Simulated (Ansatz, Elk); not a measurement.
# How far do independent atoms describe CoAgS2?, part 2 of 2

The structure of CoAgS2 used here is made up (a known structure type with other elements) and was relaxed beforehand with PBE. The aim is the Fourier transform of its all-electron density, F(hkl), set beside the sum over free spherical atoms that refinements use.

Elk 11.2.3 (patched build); all-electron DFT.

So far. Step 5 (Another functional): Against the first run R = 0.06 %; the largest change is -0.074 at 100. The moment goes from 0.68 to 0.61 μB.

The structure was built from a prototype and need not be the compound's stable phase.

## (6) Basis size

Level of this step: DFT, PBE, all-electron APW+lo, Dirac cores, scalar-relativistic bands, static density, ferromagnetic start (Elk).

A smaller basis shows how fast F responds to it; the change is likely larger than the basis error of the first run, but doesn't show convergence.

The input, elk.in:

```
tasks
  0
  195
  196

xctype
  20

spinpol
  .true.

rgkmax
  5.5

gmaxvr
  14.0

lmaxo
  7

lmaxapw
  8

swidth
  0.002

tshift
  .false.

ramdisk
  .false.

hmaxvr
  5.5

maxscl
  120

epspot
  1e-06

reducebf
  0.8

sppath
  './'

avec
  6.32557142648 0.00000000000 0.00000000000
  0.00000000000 6.98068342038 0.00000000000
  0.00000000000 0.00000000000 11.78973449655

atoms
  3
  'Ag.in'
  1
  0.0000000000 0.0000000000 0.0000000000   0.000000 0.000000 0.000000
  'Co.in'
  1
  0.5000000000 0.5000000000 0.5000000000   0.000000 0.000000 -0.040000
  'S.in'
  2
  0.0000000000 0.5000000000 0.7265217697   0.000000 0.000000 0.000000
  0.0000000000 0.5000000000 0.2734782303   0.000000 0.000000 0.000000

ngridk
  6 5 3
```

On the command line:

```sh
OMP_NUM_THREADS=4 elk
```

Numbers of over 12 decimals in the logs are rounded to 6 here.

Output:

```text
┌─────────────────────────┐
│ Elk code version 11.2.3 │
└─────────────────────────┘

All units are atomic (Hartree, Bohr, etc.)

┌─────────────────────────────────────────────────┐
│ Ground-state run starting from atomic densities │
└─────────────────────────────────────────────────┘

Lattice vectors :
   6.325571426       0.000000000       0.000000000
   0.000000000       6.980683420       0.000000000
   0.000000000       0.000000000       11.78973450

Reciprocal lattice vectors :
  0.9932992426       0.000000000       0.000000000
[...]
species : 2 (Co)
[...]
species : 3 (S)
   atom 1                    :  -0.3568685158E-02
   atom 2                    :  -0.3568685158E-02
 total in muffin-tins        :   0.8011673892
 total moment                :   0.8231759775

┌──────────────────────────────┐
│ Self-consistent loop stopped │
└──────────────────────────────┘

Warning : the lowest level lies among the core levels :   -3.212907208      -3.321607065

Warning : core states of species 2 leak from the muffin-tin :   0.1845473768E-02

Warning : core states of species 3 leak from the muffin-tin :   0.3523675437E-03

Wrote STATE.OUT
[key lines of the parts left out:]
total energy                :     -7509.0424110291
```

It took 73 s on 4 threads of AMD EPYC 9B45 (Zen 5), shared host; peak memory 0.39 GiB.

Against the first run R = 0.07 %; the largest change is +0.078 at 220. The moment goes from 0.68 to 0.82 μB.

## (7) A coarser k-mesh

About half the k-points along each axis test the sampling.

Edit elk.in of step 6 so:

```diff
@@ -12,3 +12,3 @@
 rgkmax
-  5.5
+  7.0
 
@@ -66,2 +66,2 @@
 ngridk
-  6 5 3
+  3 2 2
```

On the command line:

```sh
OMP_NUM_THREADS=4 elk
```

Output:

```text
┌─────────────────────────┐
│ Elk code version 11.2.3 │
└─────────────────────────┘

All units are atomic (Hartree, Bohr, etc.)

┌─────────────────────────────────────────────────┐
│ Ground-state run starting from atomic densities │
└─────────────────────────────────────────────────┘

Lattice vectors :
   6.325571426       0.000000000       0.000000000
   0.000000000       6.980683420       0.000000000
   0.000000000       0.000000000       11.78973450

Reciprocal lattice vectors :
  0.9932992426       0.000000000       0.000000000
[...]
species : 2 (Co)
[...]
species : 3 (S)
   atom 1                    :  -0.5234286160E-02
   atom 2                    :  -0.5234286160E-02
 total in muffin-tins        :   0.8615043329
 total moment                :   0.8686050890

┌──────────────────────────────┐
│ Self-consistent loop stopped │
└──────────────────────────────┘

Warning : the lowest level lies among the core levels :   -3.198878446      -3.297405580

Warning : core states of species 2 leak from the muffin-tin :   0.1853931271E-02

Warning : core states of species 3 leak from the muffin-tin :   0.3548789020E-03

Wrote STATE.OUT
[key lines of the parts left out:]
total energy                :     -7509.1721161451
```

The job ended after 31 s (4 threads; peak memory 0.4 GiB).

Against the first run R = 0.03 %; the largest change is +0.056 at 010. The moment goes from 0.68 to 0.87 μB.

## (8) With a Hubbard U

A Hubbard U is put on the d shell, to see how far it moves the factors.

Edit elk.in of step 7 so:

```diff
@@ -66,2 +66,6 @@
 ngridk
-  3 2 2
+  6 5 3
+
+dft+u
+  1 1
+  2 2 0.121273 0.000000
```

On the command line:

```sh
OMP_NUM_THREADS=4 elk
```

Output:

```text
┌─────────────────────────┐
│ Elk code version 11.2.3 │
└─────────────────────────┘

All units are atomic (Hartree, Bohr, etc.)

┌─────────────────────────────────────────────────┐
│ Ground-state run starting from atomic densities │
└─────────────────────────────────────────────────┘

Lattice vectors :
   6.325571426       0.000000000       0.000000000
   0.000000000       6.980683420       0.000000000
   0.000000000       0.000000000       11.78973450

Reciprocal lattice vectors :
  0.9932992426       0.000000000       0.000000000
[...]
species : 3 (S)
   atom 1                    :  -0.2733730059E-01
   atom 2                    :  -0.2733730059E-01
 total in muffin-tins        :    1.241693511
 total moment                :    1.254140916

┌──────────────────────────────┐
│ Self-consistent loop stopped │
└──────────────────────────────┘

Warning : the lowest level lies among the core levels :   -3.193281055      -3.293596699

Warning : core states of species 2 leak from the muffin-tin :   0.1870358852E-02

Warning : core states of species 3 leak from the muffin-tin :   0.3557237596E-03

Warning : forces or DFT+U at lmaxo under 8 : 7

Wrote STATE.OUT
[key lines of the parts left out:]
total energy                :     -7509.0787685213
```

Run time: 2.2 min. Hardware: 4 threads; peak memory 0.4 GiB; 7.9 min of CPU time.

Against the first run R = 0.24 %; the largest change is -0.238 at 007. The moment goes from 0.68 to 1.25 μB.

## (9) Settings against the effect

| run | R against the first run (%) | R against neutral atoms, low angle (%) | wall time |
| --- | --- | --- | --- |
| PBE, rgkmax 7 | 0.00 | 0.48 | 75 s |
| LDA (Perdew-Wang) | 0.06 | 0.51 | 31 s |
| rgkmax 5.5 | 0.07 | 0.49 | 73 s |
| k-mesh 3×2×2 | 0.03 | 0.49 | 31 s |
| PBE+U | 0.24 | 0.46 | 2.2 min |

## (10) Results

```yaml
r_against_neutral_atoms_sin_theta_lambda_0p3_a_minus1: 0.48 %
r_against_neutral_atoms_0p3_to_0p69_a_minus1: 0.33 %
magnetic_form_factor_over_free_ion_j0_0p12_to_0p35_a_minus1: 1.00
```

What this shows: Independent neutral atoms miss the calculated amplitudes by R = 0.48 % below 0.3 Å⁻¹ and 0.33 % from there to 0.69 Å⁻¹; by shells, 1.45 % below 0.15 Å⁻¹ (3 forms), 0.43 % 0.15 to 0.3 (14 forms), 0.41 % 0.3 to 0.45 (34 forms), 0.30 % above 0.45 (98 forms). Bonding, aspherical density and the tables' own atoms all enter these figures, and the runs don't part them. The largest change of an amplitude is +0.62 electrons, at 010. R counts amplitudes alone; phases shift too. Weak lines can change much in proportion: 014 goes from 0.14 to 0.03. The relaxation gave a moment of 0.80 μB against 0.68 μB here, so the moment isn't settled. The magnetic order is that of the start. No other order was tried here, and an antiferromagnetic one would change or move the magnetic intensity. Between 0.12 and 0.35 Å⁻¹ the magnetic form factor is 1.00 times the free-ion one. The sphere holds 0.69 of the 0.68 μB; that share, the choice of ion, the size of the d shell and its asphericity all move this ratio. The window's part falls from 28.0 electrons at the origin to at most 2.01 between 0.45 and 0.69 Å⁻¹, where compact states inside the window still scatter. Below 0.3 Å⁻¹ the changes that finished (LDA (Perdew-Wang), rgkmax 5.5, k-mesh 3×2×2 and PBE+U) move F by R = 0.09 % at most, against the 0.48 % that separates it from free atoms. A single amplitude moves by up to 0.24 electrons, against 0.62 for the largest difference from free atoms. The magnetic factors move by R = 10.0 % (LDA (Perdew-Wang)), 17.6 % (rgkmax 5.5), 27.5 % (k-mesh 3×2×2) and 90.2 % (PBE+U), so they aren't settled to better than that. Part of the difference isn't bonding: the tables are fits to free atoms and ions calculated by other methods than this functional. Thermal motion, anomalous dispersion and extinction are left out.

[Logs are printed without paths, hosts, clocks, repeated set-up lines and the standing remarks that a program may print on its own settings, such as how far it seeks lower states.]

[Hosts, paths, dates, database ids (printed as entryN), source tags and the programs' standing remarks are cut or masked in the printed files.]
